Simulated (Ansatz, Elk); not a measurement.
# How far do independent atoms describe ZnBi2Ru2?

Structure refinements treat a crystal as free atoms side by side. For a made-up structure of ZnBi2Ru2 (cell and positions from a PBE relaxation) the runs below show what the calculated density changes in F(hkl).

Method: DFT, PBE, all-electron APW+lo, Dirac cores, scalar-relativistic bands, static density, no spin, in Elk 11.2.3 (patched build).

The structure was built from a prototype and need not be the compound's stable phase.

## 1. Starting point

It takes space group Cmmm (No. 65, orthorhombic). The conventional cell has a = 4.462 Å, b = 13.375 Å, c = 3.486 Å, α = 90.00°, β = 90.00°, γ = 90.00°. Nearest to Bi lie 6 Ru at 2.87 to 2.91 Å. Ru has 1 Zn at 2.53 Å and 2 Ru at 2.76 Å and 6 Bi at 2.87 to 2.91 Å nearest. Nearest to Zn lie 2 Ru at 2.53 Å. Farther neighbours are not listed.

## 2. Ground state and structure factors

An all-electron density is needed, since X-rays see the cores too. Task 0 finds the density and task 195 Fourier-transforms it; tshift is off so that phases refer to the origin typed.

File elk.in:

```
tasks
  0
  195

xctype
  20

spinpol
  .false.

rgkmax
  7.0

gmaxvr
  14.0

lmaxo
  7

lmaxapw
  8

swidth
  0.002

tshift
  .false.

ramdisk
  .false.

hmaxvr
  5.5

maxscl
  120

epspot
  1e-06

sppath
  './'

avec
  4.21644639930 -12.63733565152 0.00000000000
  4.21644639930 12.63733565152 -0.00000000000
  0.00000000000 -0.00000000000 6.58721505645

atoms
  3
  'Bi.in'
  2
  0.6404813942 0.3595186058 0.5000000000   0.000000 0.000000 0.000000
  0.3595186058 0.6404813942 0.5000000000   0.000000 0.000000 0.000000
  'Ru.in'
  2
  0.8106858990 0.1893141010 -0.0000000000   0.000000 0.000000 0.000000
  0.1893141010 0.8106858990 0.0000000000   0.000000 0.000000 0.000000
  'Zn.in'
  1
  -0.0000000000 0.0000000000 -0.0000000000   0.000000 0.000000 0.000000

ngridk
  5 5 7
```

Started as:

```bash
> OMP_NUM_THREADS=4 elk
```

Numbers of over 12 decimals in the logs are rounded to 6 here.

Output:

```text
┌─────────────────────────┐
│ Elk code version 11.2.3 │
└─────────────────────────┘

All units are atomic (Hartree, Bohr, etc.)

┌─────────────────────────────────────────────────┐
│ Ground-state run starting from atomic densities │
└─────────────────────────────────────────────────┘

Lattice vectors :
   4.216446399      -12.63733565       0.000000000
   4.216446399       12.63733565      -0.000000000
   0.000000000      -0.000000000       6.587215056

Reciprocal lattice vectors :
  0.7450806570     -0.2485961234      -0.000000000
  0.7450806570      0.2485961234       0.000000000
   0.000000000       0.000000000      0.9538454800

Unit cell volume      :    701.9948765
Brillouin zone volume :   0.3533504613

Muffin-tin inner radius fraction :   0.1000000000E-01

Nuclei treated as point charges

Species : 1 (Bi)
 parameters loaded from : Bi.in
 name : bismuth
 nuclear charge    :   -83.00000000
 electronic charge :    83.00000000
 atomic mass :    380947.9285
 muffin-tin radius :    2.800000000
 number of radial points in muffin-tin :   1393
 inner part over the whole radius :   0.9976520004E-02
 number on inner part of muffin-tin    :   1001
 approximate nuclear radius :   0.1052171418E-03
 number of mesh points to nuclear radius :    526
 atomic positions (lattice), magnetic fields (Cartesian) :
  1 :  -0.35951861  0.35951861  0.50000000    0.00000000  0.00000000  0.00000000
  2 :   0.35951861 -0.35951861  0.50000000    0.00000000  0.00000000  0.00000000

Species : 2 (Ru)
 parameters loaded from : Ru.in
 name : ruthenium
 nuclear charge    :   -44.00000000
 electronic charge :    44.00000000
 atomic mass :    184239.3393
 muffin-tin radius :    2.462122871
 number of radial points in muffin-tin :   1193
 inner part over the whole radius :   0.9987601093E-02
 number on inner part of muffin-tin    :    848
 approximate nuclear radius :   0.8462081736E-04
 number of mesh points to nuclear radius :    423
 atomic positions (lattice), magnetic fields (Cartesian) :
  1 :  -0.18931410  0.18931410  0.00000000    0.00000000  0.00000000  0.00000000
  2 :   0.18931410 -0.18931410  0.00000000    0.00000000  0.00000000  0.00000000

Species : 3 (Zn)
 parameters loaded from : Zn.in
 name : zinc
 nuclear charge    :   -30.00000000
 electronic charge :    30.00000000
 atomic mass :    119233.3130
 muffin-tin radius :    2.272728804
 number of radial points in muffin-tin :    993
 inner part over the whole radius :   0.9846484314E-02
 number on inner part of muffin-tin    :    700
 approximate nuclear radius :   0.7484757725E-04
 number of mesh points to nuclear radius :    339
 atomic positions (lattice), magnetic fields (Cartesian) :
  1 :   0.00000000  0.00000000  0.00000000    0.00000000  0.00000000  0.00000000

Total number of atoms per unit cell :    5
Total muffin-tin volume :    358.1178399
 ratio of muffin-tin to unit cell volume :   0.5101430963

Spin treatment :
 spin-unpolarised

Number of Bravais lattice symmetries :    8
Number of crystal symmetries         :    8
Crystal has inversion symmetry
Real symmetric eigensolver will be used

k-point grid :      5     5     7
k-point offset :    0.000000000       0.000000000       0.000000000
k-point set is reduced with full crystal symmetry group
Total number of k-points :       36

Muffin-tin radius times maximum |G+k| :    7.000000000
 using average radius
Maximum |G+k| for APW functions       :    2.735021459
Maximum (1/2)|G+k|²                   :    3.740171191
Maximum |G| for potential and density :    14.00000000
Constant for pseudocharge density :   10
 order of it for each species :   17  17  17
 order of it for pair densities of each species (exact exchange by exxq0 0: 18) :   12   9   6
Radial integration step length :    1

G-vector grid sizes :     60    60    30
Number of G-vectors :    32543

Maximum angular momentum used for
 APW functions            :    8
 outer part of muffin-tin :    7
 inner part of muffin-tin :    2

Total nuclear charge    :   -284.0000000
[...]
Density of states at Fermi energy :    67.73326851
 (states/Hartree/unit cell)

Estimated indirect band gap :   0.1525697809E-02
 from k-point 33 to k-point 31
Estimated direct band gap   :   0.7403351367E-02
 at k-point 31

Charges :
 core                        :    204.0000000
 valence                     :    80.00000000
 interstitial                :    7.768501936
 muffin-tins (core leakage)
  species : 1 (Bi)
   atom 1                    :    81.27589701     (  0.7207178798E-03)
[...]
species : 2 (Ru)
[...]
species : 3 (Zn)
[...]
total in muffin-tins        :    276.2314981
 total calculated charge     :    283.9972596
 total charge                :    284.0000000
 error                       :   0.2740362674E-02

RMS change in Kohn-Sham potential (target) :   0.1444367344     (  0.1000000000E-05)
Absolute change in total energy (target)   :   0.5782732776E-02 (  0.1000000000E-03)

[... loops 3 to 16 left out ...]

┌──────────────────┐
│ Loop number : 17 │
└──────────────────┘

Energies :
 Fermi                       :     0.294911
 sum of occupied eigenvalues :     -33172.632127359
 electron kinetic            :      61751.632011718
 core electron kinetic       :      60980.345197891
 Coulomb                     :     -114637.54941015
 Coulomb potential           :     -93438.063742081
 nuclear-nuclear             :     -4651.6477653629
 electron-nuclear            :     -126637.67404168
 Hartree                     :      16651.772396893
 Madelung                    :     -67918.517539109
 xc potential                :     -1486.2003969965
 exchange                    :     -1120.5431543869
 correlation                 :     -16.382610657638
 electron entropic           :    -0.11420171144005E-02
 total energy                :     -54022.844305493

Density of states at Fermi energy :    84.53226435
 (states/Hartree/unit cell)

Estimated indirect band gap :   0.1810895270E-02
 from k-point 33 to k-point 25
Estimated direct band gap   :   0.6037288527E-02
 at k-point 31

Charges :
 core                        :    204.0000000
 valence                     :    80.00000000
 interstitial                :    7.581641378
 muffin-tins (core leakage)
  species : 1 (Bi)
[...]
species : 2 (Ru)
[...]
species : 3 (Zn)
[...]
total in muffin-tins        :    276.4183586
 total calculated charge     :    283.9973578
 total charge                :    284.0000000
 error                       :   0.2642156163E-02

RMS change in Kohn-Sham potential (target) :   0.1731568943E-06 (  0.1000000000E-05)
Absolute change in total energy (target)   :   0.5977280671E-04 (  0.1000000000E-03)

Convergence targets achieved

┌──────────────────┐
│ Loop number : 18 │
└──────────────────┘

Energies :
 Fermi                       :     0.294911
 sum of occupied eigenvalues :     -33172.632135548
 electron kinetic            :      61751.631993655
 core electron kinetic       :      60980.345185439
 Coulomb                     :     -114637.54940516
 Coulomb potential           :     -93438.063744200
 nuclear-nuclear             :     -4651.6477653629
 electron-nuclear            :     -126637.67402927
 Hartree                     :      16651.772389479
 Madelung                    :     -67918.517533058
 xc potential                :     -1486.2003850034
 exchange                    :     -1120.5431541538
 correlation                 :     -16.382610658555
 electron entropic           :    -0.11420173456493E-02
 total energy                :     -54022.844318332

Density of states at Fermi energy :    84.53228060
 (states/Hartree/unit cell)

Estimated indirect band gap :   0.1810897603E-02
 from k-point 33 to k-point 25
Estimated direct band gap   :   0.6037283086E-02
 at k-point 31

Charges :
 core                        :    204.0000000
 valence                     :    80.00000000
 interstitial                :    7.581641608
 muffin-tins (core leakage)
  species : 1 (Bi)
[...]
species : 2 (Ru)
   atom 1                    :    42.52994074     ( -0.2104202466E-06)
   atom 2                    :    42.52994074     ( -0.2104202466E-06)
  species : 3 (Zn)
   atom 1                    :    28.63675518     (  0.1714840501E-03)
 total in muffin-tins        :    276.4183584
 total calculated charge     :    283.9973578
 total charge                :    284.0000000
 error                       :   0.2642156169E-02

┌──────────────────────────────┐
│ Self-consistent loop stopped │
└──────────────────────────────┘

Warning : the lowest level lies among the core levels :   -2.641140043      -2.824715209

Warning : core states of species 1 leak from the muffin-tin :   0.6846787524E-03

Warning : core states of species 3 leak from the muffin-tin :   0.1714840501E-03

Wrote STATE.OUT
```

Elapsed: 51 s, on 4 threads of Intel Xeon Platinum 8488C (Sapphire Rapids), shared host; peak memory 0.26 GiB.

SFACRHO.OUT:

```text

h k l indices transformed by vhmat matrix:
   1.000000000       0.000000000       0.000000000    
   0.000000000       1.000000000       0.000000000    
   0.000000000       0.000000000       1.000000000    

      h      k      l  multipl.   |H|            Re(F)            Im(F)           |F|

      0      0      0      1   0.0000000       284.00000      0.10490270E-15   284.00000    
      1     -1      0      2  0.49719225      -63.283119      0.51106190E-17   63.283119    
     -1      0      0      4  0.78545860      -40.732288      0.29234443E-13   40.732288    
      0      0     -1      2  0.95384548      -46.697574     -0.18621638E-13   46.697574    
     -2      2      0      2  0.99438449      -108.15419     -0.10821367E-16   108.15419    
     -1      2      0      4   1.0542037       87.206584     -0.20873911E-16   87.206584    
     -1      1     -1      4   1.0756493      0.13310050      0.98375316E-14  0.13310050    
     -1      0      1      8   1.2356239       141.92157     -0.48774989E-13   141.92157    
     -2      2     -1      4   1.3779048       155.76294      0.14679984E-13   155.76294    
      1     -2      1      8   1.4216774      -159.99709      0.68148143E-13   159.99709    
     -2      3      0      4   1.4491880       127.87589     -0.18542643E-16   127.87589    
     -1     -1      0      2   1.4901613       226.70099     -0.68858016E-13   226.70099    
     -3      3      0      2   1.4915767       142.08222     -0.99130774E-17   142.08222    
      0      2      0      4   1.5709172      -50.723573     -0.29242112E-13   50.723573    
      3     -2     -1      8   1.7349257       43.032692     -0.97093948E-14   43.032692    
     -1     -1      1      4   1.7692942      -45.356556      0.73980439E-13   45.356556    
      3     -3      1      4   1.7704865      -8.6188400      0.68158930E-13   8.6188400    
     -1      3      0      4   1.7914746      -95.227075     -0.20044750E-16   95.227075
```

Elk indexes on the primitive cell of elk.in and gives |H| = 4π sin θ/λ in inverse bohr. Below, one row stands for each form hkl of the conventional cell (m members, Friedel mates merged), F is for one primitive cell and the density is static (no thermal factor). Free-atom factors are Waasmaier and Kirfel's, and R is Σm||F|−|F'||/Σm|F|.

| hkl | m | sin θ/λ (Å⁻¹) | abs F, DFT | neutral atoms | diff. |
| --- | --- | --- | --- | --- | --- |
| 020 | 2 | 0.075 | 63.283 | 63.066 | +0.217 |
| 110 | 4 | 0.118 | 40.732 | 40.911 | -0.179 |
| 001 | 2 | 0.143 | 46.698 | 46.785 | -0.088 |
| 040 | 2 | 0.149 | 108.154 | 108.085 | +0.069 |
| 130 | 4 | 0.159 | 87.207 | 87.305 | -0.099 |
| 021 | 4 | 0.162 | 0.133 | 0.140 | -0.007 |
| 111 | 8 | 0.186 | 141.922 | 142.168 | -0.246 |
| 041 | 4 | 0.207 | 155.763 | 156.007 | -0.244 |
| 131 | 8 | 0.214 | 159.997 | 160.361 | -0.364 |
| 150 | 4 | 0.218 | 127.876 | 128.500 | -0.624 |
| 200 | 2 | 0.224 | 226.701 | 227.406 | -0.705 |
| 060 | 2 | 0.224 | 142.082 | 142.941 | -0.859 |
| 220 | 4 | 0.236 | 50.724 | 50.883 | -0.159 |
| 151 | 8 | 0.261 | 43.033 | 43.620 | -0.587 |
| 201 | 4 | 0.266 | 45.357 | 44.959 | +0.398 |
| 061 | 4 | 0.266 | 8.619 | 8.250 | +0.368 |
| 240 | 4 | 0.269 | 95.227 | 95.087 | +0.140 |
| 221 | 8 | 0.276 | 1.515 | 1.528 | -0.012 |

## 3. The highest occupied states alone

An energy window below the Fermi level keeps the highest occupied states, to see at which angles they scatter; shallow core shells can lie inside it and anion s states outside. No new self-consistency is needed.

Changes to elk.in since step 2:

```diff
@@ -1,3 +1,2 @@
 tasks
-  0
   195
@@ -40,2 +39,5 @@
 
+wsfac
+  -0.256330 0.594910
+
 sppath
```

Started as:

```bash
> OMP_NUM_THREADS=4 elk
```

Output:

```text
┌─────────────────────────────────┐
│ Elk code version 11.2.3 started │
└─────────────────────────────────┘

Info(readinput): the functional depends on the density's gradient
 muffin-tin radial points multiplied by    2.00000
 (not where nrmtscf is given)

┌────────────────────┐
│ Current task : 195 │
└────────────────────┘
Info(checkmt): changed muffin-tin radius of species 2 (Ru) from   2.6000 to   2.4621
Info(checkmt): changed muffin-tin radius of species 3 (Zn) from   2.4000 to   2.2727

Info(sfacrho): density structure factors written to SFACRHO.OUT

 Energy window :  -0.2563300000      0.5949100000

┌──────────────────┐
│ Elk code stopped │
└──────────────────┘
```

It took 17 s on 4 threads; peak memory 0.17 GiB; 23 s of CPU time.

States within 15 eV below the Fermi level hold 38.00 electrons; any levels below the window count with the cores. Their amplitudes can exceed the total, where window and core parts have opposite phase:

```csv
hkl,sin θ/λ (Å⁻¹),"abs F, window","abs F, all"
020,0.075,0.189,63.283
110,0.118,11.068,40.732
001,0.143,15.002,46.698
040,0.149,6.800,108.154
130,0.159,3.387,87.207
021,0.162,3.457,0.133
111,0.186,10.870,141.922
041,0.207,8.073,155.763
131,0.214,2.804,159.997
150,0.218,11.255,127.876
```

## 4. Another functional

The difference from free atoms is small, so it is set against the change that LDA (Perdew-Wang) makes.

Changes to elk.in since step 3:

```diff
@@ -1,2 +1,3 @@
 tasks
+  0
   195
@@ -4,3 +5,3 @@
 xctype
-  20
+  3
 
@@ -39,5 +40,2 @@
 
-wsfac
-  -0.256330 0.594910
-
 sppath
```

Started as:

```bash
> OMP_NUM_THREADS=4 elk
```

Output:

```text
┌─────────────────────────┐
│ Elk code version 11.2.3 │
└─────────────────────────┘

All units are atomic (Hartree, Bohr, etc.)

┌─────────────────────────────────────────────────┐
│ Ground-state run starting from atomic densities │
└─────────────────────────────────────────────────┘

Lattice vectors :
   4.216446399      -12.63733565       0.000000000
   4.216446399       12.63733565      -0.000000000
   0.000000000      -0.000000000       6.587215056

Reciprocal lattice vectors :
  0.7450806570     -0.2485961234      -0.000000000
[...]
species : 3 (Zn)
   atom 1                    :    28.65129879     (  0.1762474815E-03)
 total in muffin-tins        :    276.4662762
 total calculated charge     :    283.9973117
 total charge                :    284.0000000
 error                       :   0.2688323383E-02

┌──────────────────────────────┐
│ Self-consistent loop stopped │
└──────────────────────────────┘

Warning : the lowest level lies among the core levels :   -2.639309234      -2.829197261

Warning : core states of species 1 leak from the muffin-tin :   0.6857168212E-03

Warning : core states of species 3 leak from the muffin-tin :   0.1762474815E-03

Wrote STATE.OUT
[key lines of the parts left out:]
total energy                :     -53988.301817168
```

Elapsed: 37 s, on 4 threads; peak memory 0.2 GiB.

Against the first run R = 0.02 %; the largest change is -0.048 at 002.

## 5. Basis size

The basis and the expansions that go with it are enlarged, to see whether the differences are converged.

Changes to elk.in since step 4:

```diff
@@ -5,3 +5,3 @@
 xctype
-  3
+  20
 
@@ -11,12 +11,12 @@
 rgkmax
-  7.0
+  8.5
 
 gmaxvr
-  14.0
+  18.0
 
 lmaxo
-  7
+  9
 
 lmaxapw
-  8
+  10
```

Started as:

```bash
> OMP_NUM_THREADS=4 elk
```

Output:

```text
┌─────────────────────────┐
│ Elk code version 11.2.3 │
└─────────────────────────┘

All units are atomic (Hartree, Bohr, etc.)

┌─────────────────────────────────────────────────┐
│ Ground-state run starting from atomic densities │
└─────────────────────────────────────────────────┘

Lattice vectors :
   4.216446399      -12.63733565       0.000000000
   4.216446399       12.63733565      -0.000000000
   0.000000000      -0.000000000       6.587215056

Reciprocal lattice vectors :
  0.7450806570     -0.2485961234      -0.000000000
[...]
species : 3 (Zn)
   atom 1                    :    28.65270612     (  0.1713099456E-03)
 total in muffin-tins        :    276.4959422
 total calculated charge     :    283.9981961
 total charge                :    284.0000000
 error                       :   0.1803891137E-02

┌──────────────────────────────┐
│ Self-consistent loop stopped │
└──────────────────────────────┘

Warning : the lowest level lies among the core levels :   -2.626686929      -2.808947114

Warning : core states of species 1 leak from the muffin-tin :   0.6846249895E-03

Warning : core states of species 3 leak from the muffin-tin :   0.1713099456E-03

Wrote STATE.OUT
[key lines of the parts left out:]
total energy                :     -54022.899971488
```

The job ended after 2.3 min (4 threads; peak memory 0.47 GiB).

Against the first run R = 0.01 %; the largest change is -0.028 at 351.

## 6. Settings against the effect

| run | R against the first run (%) | R against neutral atoms, low angle (%) | wall time |
| --- | --- | --- | --- |
| PBE, rgkmax 7 | 0.00 | 0.32 | 51 s |
| LDA (Perdew-Wang) | 0.02 | 0.32 | 37 s |
| rgkmax 8.5 with larger expansions | 0.01 | 0.31 | 2.3 min |

## 7. Results

```
R against neutral atoms, sin θ/λ < 0.3 Å⁻¹ : 0.32 %
R against neutral atoms, 0.3 to 0.63 Å⁻¹   : 0.11 %
```

What this shows: Independent neutral atoms miss the calculated amplitudes by R = 0.32 % below 0.3 Å⁻¹ and 0.11 % from there to 0.63 Å⁻¹; by shells, 0.24 % below 0.15 Å⁻¹ (4 forms), 0.33 % 0.15 to 0.3 (18 forms), 0.15 % 0.3 to 0.45 (39 forms), 0.09 % above 0.45 (88 forms). Bonding, aspherical density and the tables' own atoms all enter these figures, and the runs don't part them. The largest change of an amplitude is -0.86 electrons, at 060. The window's part falls from 38.0 electrons at the origin to at most 3.18 between 0.45 and 0.63 Å⁻¹, where compact states inside the window still scatter. Below 0.3 Å⁻¹ the changes that finished (LDA (Perdew-Wang) and rgkmax 8.5 with larger expansions) move F by R = 0.01 % at most, against the 0.32 % that separates it from free atoms. The k-mesh has no finished test. These runs have no spin, though d or f shells may be open. Spin-orbit coupling is left out, which can matter for elements this heavy. Part of the difference isn't bonding: the tables are fits to free atoms and ions calculated by other methods than this functional. Thermal motion, anomalous dispersion and extinction are left out.

[Logs are printed without paths, hosts, clocks, repeated set-up lines and the standing remarks that a program may print on its own settings, such as how far it seeks lower states.]

[Hosts, paths, dates, database ids (printed as entryN), source tags and the programs' standing remarks are cut or masked in the printed files.]
